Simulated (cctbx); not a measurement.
**A crystallographic session in cctbx: Cd2Bi**

Library: cctbx 2025.11. The data are simulated by the first script.

## 1. Simulate the data

run.py:

```python
from cctbx import adptbx, crystal, miller, sgtbx, xray
from cctbx.array_family import flex
from iotbx.shelx import hklf
from scitbx import matrix
import scitbx.random

cs = crystal.symmetry(unit_cell=(8.588, 8.588, 8.588, 90, 90, 90), space_group_symbol='Hall: F 4d 2 3 -1d')  # Fd-3m
atoms = [  # label, site, U (iso, or U11 U22 U33 U12 U13 U23 in A^2), occupancy
    ("Bi1", (0.25, 0.75, 0.25), (0.0028, 0.0028, 0.0028, 0.0000, 0.0000, -0.0000), 1),
    ("Cd1", (0.375, 0.125, 0.375), (0.0049, 0.0049, 0.0049, 0.0004, -0.0004, 0.0004), 1),
]
xs = xray.structure(crystal_symmetry=cs)
for label, site, u, occ in atoms:
    u = adptbx.u_cif_as_u_star(cs.unit_cell(), u) if isinstance(u, tuple) else u
    xs.add_scatterer(xray.scatterer(label, site=site, u=u, occupancy=occ))
xs.set_inelastic_form_factors(0.71073, "sasaki")
xs.show_summary()
p1 = xs.expand_to_p1()
ms = miller.build_set(p1, anomalous_flag=True, d_min=1.1)
flex.set_random_seed(21260)
scitbx.random.set_random_seed(21260)
ms = ms.select(flex.random_double(ms.size()) < 0.5)
i = ms.structure_factors_from_scatterers(p1, algorithm="direct").f_calc().as_intensity_array().data()
i = i * 40000 / flex.max(i)
sig = flex.sqrt(i + flex.pow2(0.02 * i) + 15 ** 2)
noise = scitbx.random.variate(scitbx.random.normal_distribution())(i.size())
data = ms.array(data=i + sig * noise, sigmas=sig).set_observation_type_xray_intensity()
with open("data.hkl", "w") as f:
    data.export_as_shelx_hklf(f)
print("reflections written:", data.size(), " <I/sigma> = %.1f" % flex.mean(data.data() / data.sigmas()))
for h, a, b in list(data.sort("data"))[:12]:
    print("%4d%4d%4d %9.1f %7.1f" % (h + (a, b)))
```

```console
$ python run.py
```

```text
Number of scatterers: 2
At special positions: 2
Unit cell: (8.588, 8.588, 8.588, 90, 90, 90)
Space group: F d -3 m :1 (No. 227)
reflections written: 999  <I/sigma> = 7.8
   0   4  -4   41338.2   824.8
   4   4   0   41227.7   824.8
   4  -4   0   40676.4   824.8
  -4  -4   0   39810.0   824.8
   0  -4   4   39403.0   824.8
   1   3  -1   22830.8   463.6
   1   3   1   22312.3   463.6
   3  -1   1   22276.9   463.6
  -1  -3  -1   22266.5   463.6
   1  -1   3   22109.2   463.6
   3   1  -1   21948.3   463.6
   1   1   3   21936.8   463.6
```

Run time: 0.33 s on 1 thread of Arm Neoverse N1, with other jobs on the host, peak memory 0.07 GiB.

## 2. Refinement (right model)

run.py:

```python
import math
from cctbx import adptbx, crystal, maptbx, sgtbx, xray
from cctbx.array_family import flex
from cctbx.xray import observations
from iotbx.shelx import hklf
from scitbx.lstbx import normal_eqns_solving
from smtbx import absolute_structure, utils
from smtbx.refinement import constraints, least_squares

cs = crystal.symmetry(unit_cell=(8.588, 8.588, 8.588, 90, 90, 90), space_group_symbol='Hall: F 4d 2 3 -1d')  # Fd-3m
atoms = [  # label, site, U (iso, or U11 U22 U33 U12 U13 U23 in A^2), occupancy
    ("Bi1", (0.25, 0.75, 0.25), 0.0200, 1),
    ("Cd1", (0.375, 0.125, 0.375), 0.0200, 1),
]
xs = xray.structure(crystal_symmetry=cs)
for label, site, u, occ in atoms:
    u = adptbx.u_cif_as_u_star(cs.unit_cell(), u) if isinstance(u, tuple) else u
    xs.add_scatterer(xray.scatterer(label, site=site, u=u, occupancy=occ))
xs.set_inelastic_form_factors(0.71073, "sasaki")
raw = hklf.reader(file_name="data.hkl").as_miller_arrays(crystal_symmetry=cs, anomalous=True)[0]
merged = raw.eliminate_sys_absent().merge_equivalents()
fo2 = merged.array().set_observation_type_xray_intensity()
print("Rint %.3f, %d unique reflections to %.2f A" % (merged.r_int(), fo2.size(), fo2.d_min()))
for sc in xs.scatterers():
    sc.flags.set_grad_site(True)
    sc.flags.set_grad_u_aniso(sc.flags.use_u_aniso())
    sc.flags.set_grad_u_iso(sc.flags.use_u_iso())
obs = fo2.as_xray_observations()
extra = {}
rep = constraints.reparametrisation(xs, [], utils.connectivity_table(xs), **extra)
ls = least_squares.crystallographic_ls(obs, rep, weighting_scheme=least_squares.mainstream_shelx_weighting(a=0, b=0))
print("cycle     R1     wR2    GooF  max shift (A)")
for cycle in range(8):
    ls.build_up()
    r1, wr2, goof = ls.r1_factor(cutoff_factor=2)[0], ls.wR2(), ls.goof()
    old = xs.sites_cart()
    normal_eqns_solving.levenberg_marquardt_iterations(ls, n_max_iterations=3, tau=1e-06, step_threshold=1e-7)
    big = flex.max((xs.sites_cart() - old).norms())
    print("%4d %7.4f %7.4f %7.3f %9.5f" % (cycle + 1, r1, wr2, goof, big))
    ls.build_up(objective_only=True)
    if abs(ls.wR2() - wr2) < 5e-5 and big < 5e-4:
        break
ls.build_up()
print("final R1 %.4f wR2 %.4f GooF %.3f  parameters %d  data/parameter %.1f" % (ls.r1_factor(cutoff_factor=2)[0], ls.wR2(), ls.goof(), ls.n_parameters, fo2.size() / ls.n_parameters))
cov = ls.covariance_matrix_and_annotations()
su = dict(zip(cov.annotations, (math.sqrt(max(v, 0)) for v in cov.matrix.matrix_packed_u_diagonal())))
a2 = cs.unit_cell().reciprocal_parameters()[0] ** -2
print("atom        x        y        z      Ueq    occ   su(xyz)  su(Uiso or U11)")
for sc in xs.scatterers():
    s = max(su.get(sc.label + k, 0) for k in (".x", ".y", ".z"))
    npd = "" if sc.is_positive_definite_u(cs.unit_cell()) else "  NPD"
    print("%-5s %8.5f %8.5f %8.5f %8.4f %6.3f %8.5f %7.4f%s" % ((sc.label,) + sc.site + (sc.u_iso_or_equiv(cs.unit_cell()), sc.occupancy, s, su.get(sc.label + ".uiso", su.get(sc.label + ".u11", 0) * a2), npd)))
fo = fo2.f_sq_as_f()
fc = fo.structure_factors_from_scatterers(xs, algorithm="direct").f_calc()
diff = fo.f_obs_minus_f_calc(1 / math.sqrt(ls.scale_factor()), fc).average_bijvoet_mates()
m = diff.fft_map(symmetry_flags=maptbx.use_space_group_symmetry, resolution_factor=0.25).apply_volume_scaling()
print("difference map: max %.2f min %.2f rms %.2f" % (m.statistics().max(), m.statistics().min(), m.statistics().sigma()))
peaks = m.peak_search(parameters=maptbx.peak_search_parameters(min_distance_sym_equiv=0.6, max_clusters=6)).all()
near = xs.closest_distances(peaks.sites(), distance_cutoff=4)
sps = cs.special_position_settings(min_distance_sym_equiv=0.5)
for k, (x, h) in enumerate(zip(peaks.sites(), peaks.heights())):
    ss = sps.site_symmetry(x)
    print("Q%-3d %7.4f %7.4f %7.4f %4d %7.2f  %.2f A from %s" % ((k + 1,) + tuple(t % 1 for t in ss.exact_site()) + (ss.multiplicity(), h, near.smallest_distances[k], xs.scatterers()[near.i_seqs[k]].label)))
```

```console
$ python run.py
```

```text
Rint 0.017, 21 unique reflections to 1.12 A
cycle     R1     wR2    GooF  max shift (A)
   1  0.0688  0.1565  19.292   0.00000
   2  0.0047  0.0092   1.128   0.00000
final R1 0.0047 wR2 0.0092 GooF 1.128  parameters 2  data/parameter 10.5
atom        x        y        z      Ueq    occ   su(xyz)  su(Uiso or U11)
Bi1    0.25000  0.75000  0.25000   0.0028  1.000  0.00000  0.0002
Cd1    0.37500  0.12500  0.37500   0.0050  1.000  0.00000  0.0003
difference map: max 0.16 min -0.11 rms 0.06
Q1    0.0127  0.1981  0.3019   96    0.17  1.91 A from Cd1
Q2    0.0000  0.0000  0.2647   48    0.15  1.94 A from Cd1
Q3    0.1250  0.1250  0.1250   16    0.13  0.00 A from Cd1
Q4    0.1250  0.1250  0.6250   16    0.12  1.86 A from Bi1
Q5    0.0000  0.0000  0.0728   48    0.07  1.58 A from Cd1
Q6    0.0000  0.0000  0.5000    8    0.06  0.00 A from Bi1
```

Time: 0.51 s.

## 3. Simulate the data

run.py, as its changes from the last script of this kind:

```diff
@@ -19 +19 @@
-ms = miller.build_set(p1, anomalous_flag=True, d_min=1.1)
+ms = miller.build_set(p1, anomalous_flag=True, d_min=0.84)
```

```console
$ python run.py
```

```text
Number of scatterers: 2
At special positions: 2
Unit cell: (8.588, 8.588, 8.588, 90, 90, 90)
Space group: F d -3 m :1 (No. 227)
reflections written: 2223  <I/sigma> = 6.9
   4  -4   0   41504.6   824.8
   0  -4  -4   40493.3   824.8
  -4   4   0   39902.0   824.8
   0  -4   4   39770.1   824.8
   0   4   4   39269.8   824.8
   8   0   0   26481.1   536.1
   0   0  -8   25910.1   536.1
   0  -8   0   25569.8   536.1
   0   0   8   25503.5   536.1
  -8   0   0   24577.8   536.1
   1  -1  -3   22525.5   463.6
   1  -3   1   22481.5   463.6
```

Time: 0.35 s.

## 4. Refinement (right model)

run.py, as its changes from the last script of this kind:

```diff
@@ -19,0 +20 @@
+xs.convert_to_anisotropic()
```

```console
$ python run.py
```

```text
Rint 0.018, 41 unique reflections to 0.84 A
cycle     R1     wR2    GooF  max shift (A)
   1  0.1174  0.2502  30.380   0.00000
   2  0.0021  0.0058   0.705   0.00000
final R1 0.0021 wR2 0.0058 GooF 0.705  parameters 3  data/parameter 13.7
atom        x        y        z      Ueq    occ   su(xyz)  su(Uiso or U11)
Bi1    0.25000  0.75000  0.25000   0.0029  1.000  0.00000  0.0001
Cd1    0.37500  0.12500  0.37500   0.0051  1.000  0.00000  0.0001
difference map: max 0.23 min -0.27 rms 0.06
Q1    0.0647  0.0647  0.9353   32    0.23  1.79 A from Cd1
Q2    0.0514  0.0514  0.4486   32    0.20  0.76 A from Bi1
Q3    0.0392  0.1250  0.2108   96    0.17  1.04 A from Cd1
Q4    0.0566  0.0566  0.7048   96    0.16  1.89 A from Bi1
Q5    0.0000  0.0000  0.1924   48    0.12  1.62 A from Cd1
Q6    0.0000  0.0000  0.5000    8    0.11  0.00 A from Bi1
```

Time: 0.52 s.

## 5. Simulate the data

run.py, as its changes from the last script of this kind:

```diff
@@ -19 +19 @@
-ms = miller.build_set(p1, anomalous_flag=True, d_min=0.84)
+ms = miller.build_set(p1, anomalous_flag=True, d_min=0.6)
```

```console
$ python run.py
```

```text
Number of scatterers: 2
At special positions: 2
Unit cell: (8.588, 8.588, 8.588, 90, 90, 90)
Space group: F d -3 m :1 (No. 227)
reflections written: 6095  <I/sigma> = 6.4
   0  -4   4   40466.5   824.8
  -4   0   4   39908.0   824.8
  -4   4   0   39807.0   824.8
   4   4   0   39373.8   824.8
   0   4   4   38625.6   824.8
   0  -8   0   26696.2   536.1
  -8   0   0   26016.8   536.1
   8   0   0   25945.1   536.1
   0   0  -8   25518.4   536.1
   1   1   3   22343.9   463.6
  -1  -1  -3   22251.1   463.6
   1  -3   1   22238.4   463.6
```

Time: 0.37 s.

## 6. Refinement (right model)

run.py:

```python
import math
from cctbx import adptbx, crystal, maptbx, sgtbx, xray
from cctbx.array_family import flex
from cctbx.xray import observations
from iotbx.shelx import hklf
from scitbx.lstbx import normal_eqns_solving
from smtbx import absolute_structure, utils
from smtbx.refinement import constraints, least_squares

cs = crystal.symmetry(unit_cell=(8.588, 8.588, 8.588, 90, 90, 90), space_group_symbol='Hall: F 4d 2 3 -1d')  # Fd-3m
atoms = [  # label, site, U (iso, or U11 U22 U33 U12 U13 U23 in A^2), occupancy
    ("Bi1", (0.25, 0.75, 0.25), 0.0200, 1),
    ("Cd1", (0.375, 0.125, 0.375), 0.0200, 1),
]
xs = xray.structure(crystal_symmetry=cs)
for label, site, u, occ in atoms:
    u = adptbx.u_cif_as_u_star(cs.unit_cell(), u) if isinstance(u, tuple) else u
    xs.add_scatterer(xray.scatterer(label, site=site, u=u, occupancy=occ))
xs.set_inelastic_form_factors(0.71073, "sasaki")
xs.convert_to_anisotropic()
raw = hklf.reader(file_name="data.hkl").as_miller_arrays(crystal_symmetry=cs, anomalous=True)[0]
merged = raw.eliminate_sys_absent().merge_equivalents()
fo2 = merged.array().set_observation_type_xray_intensity()
print("Rint %.3f, %d unique reflections to %.2f A" % (merged.r_int(), fo2.size(), fo2.d_min()))
for sc in xs.scatterers():
    sc.flags.set_grad_site(True)
    sc.flags.set_grad_u_aniso(sc.flags.use_u_aniso())
    sc.flags.set_grad_u_iso(sc.flags.use_u_iso())
obs = fo2.as_xray_observations()
extra = {}
rep = constraints.reparametrisation(xs, [], utils.connectivity_table(xs), **extra)
ls = least_squares.crystallographic_ls(obs, rep, weighting_scheme=least_squares.mainstream_shelx_weighting(a=0, b=0))
print("cycle     R1     wR2    GooF  max shift (A)")
for cycle in range(8):
    ls.build_up()
    r1, wr2, goof = ls.r1_factor(cutoff_factor=2)[0], ls.wR2(), ls.goof()
    old = xs.sites_cart()
    normal_eqns_solving.levenberg_marquardt_iterations(ls, n_max_iterations=3, tau=1e-06, step_threshold=1e-7)
    big = flex.max((xs.sites_cart() - old).norms())
    print("%4d %7.4f %7.4f %7.3f %9.5f" % (cycle + 1, r1, wr2, goof, big))
    ls.build_up(objective_only=True)
    if abs(ls.wR2() - wr2) < 5e-5 and big < 5e-4:
        break
ls.build_up()
print("final R1 %.4f wR2 %.4f GooF %.3f  parameters %d  data/parameter %.1f" % (ls.r1_factor(cutoff_factor=2)[0], ls.wR2(), ls.goof(), ls.n_parameters, fo2.size() / ls.n_parameters))
cov = ls.covariance_matrix_and_annotations()
su = dict(zip(cov.annotations, (math.sqrt(max(v, 0)) for v in cov.matrix.matrix_packed_u_diagonal())))
a2 = cs.unit_cell().reciprocal_parameters()[0] ** -2
print("atom        x        y        z      Ueq    occ   su(xyz)  su(Uiso or U11)")
for sc in xs.scatterers():
    s = max(su.get(sc.label + k, 0) for k in (".x", ".y", ".z"))
    npd = "" if sc.is_positive_definite_u(cs.unit_cell()) else "  NPD"
    print("%-5s %8.5f %8.5f %8.5f %8.4f %6.3f %8.5f %7.4f%s" % ((sc.label,) + sc.site + (sc.u_iso_or_equiv(cs.unit_cell()), sc.occupancy, s, su.get(sc.label + ".uiso", su.get(sc.label + ".u11", 0) * a2), npd)))
fo = fo2.f_sq_as_f()
fc = fo.structure_factors_from_scatterers(xs, algorithm="direct").f_calc()
diff = fo.f_obs_minus_f_calc(1 / math.sqrt(ls.scale_factor()), fc).average_bijvoet_mates()
m = diff.fft_map(symmetry_flags=maptbx.use_space_group_symmetry, resolution_factor=0.25).apply_volume_scaling()
print("difference map: max %.2f min %.2f rms %.2f" % (m.statistics().max(), m.statistics().min(), m.statistics().sigma()))
peaks = m.peak_search(parameters=maptbx.peak_search_parameters(min_distance_sym_equiv=0.6, max_clusters=6)).all()
near = xs.closest_distances(peaks.sites(), distance_cutoff=4)
sps = cs.special_position_settings(min_distance_sym_equiv=0.5)
for k, (x, h) in enumerate(zip(peaks.sites(), peaks.heights())):
    ss = sps.site_symmetry(x)
    print("Q%-3d %7.4f %7.4f %7.4f %4d %7.2f  %.2f A from %s" % ((k + 1,) + tuple(t % 1 for t in ss.exact_site()) + (ss.multiplicity(), h, near.smallest_distances[k], xs.scatterers()[near.i_seqs[k]].label)))
```

```console
$ python run.py
```

```text
Rint 0.020, 98 unique reflections to 0.60 A
cycle     R1     wR2    GooF  max shift (A)
   1  0.2218  0.4617  52.623   0.00000
   2  0.0040  0.0084   0.956   0.00000
final R1 0.0040 wR2 0.0084 GooF 0.956  parameters 3  data/parameter 32.7
atom        x        y        z      Ueq    occ   su(xyz)  su(Uiso or U11)
Bi1    0.25000  0.75000  0.25000   0.0028  1.000  0.00000  0.0000
Cd1    0.37500  0.12500  0.37500   0.0050  1.000  0.00000  0.0000
difference map: max 0.72 min -0.88 rms 0.17
Q1    0.0968  0.0968  0.9032   32    0.75  1.94 A from Cd1
Q2    0.0378  0.0378  0.5378   32    0.60  0.56 A from Bi1
Q3    0.0963  0.0963  0.4037   32    0.58  1.43 A from Bi1
Q4    0.1250  0.1250  0.6250   16    0.52  1.86 A from Bi1
Q5    0.0378  0.0378  0.3111   96    0.46  1.69 A from Bi1
Q6    0.0664  0.0664  0.0664   32    0.40  0.87 A from Cd1
```

Run time: 0.54 s on 1 thread of Arm Neoverse N1, on a shared host, peak memory 0.09 GiB.

[Logs are printed without paths, hosts, clocks, repeated set-up lines and the standing remarks that a program may print on its own settings, such as how far it seeks lower states.]
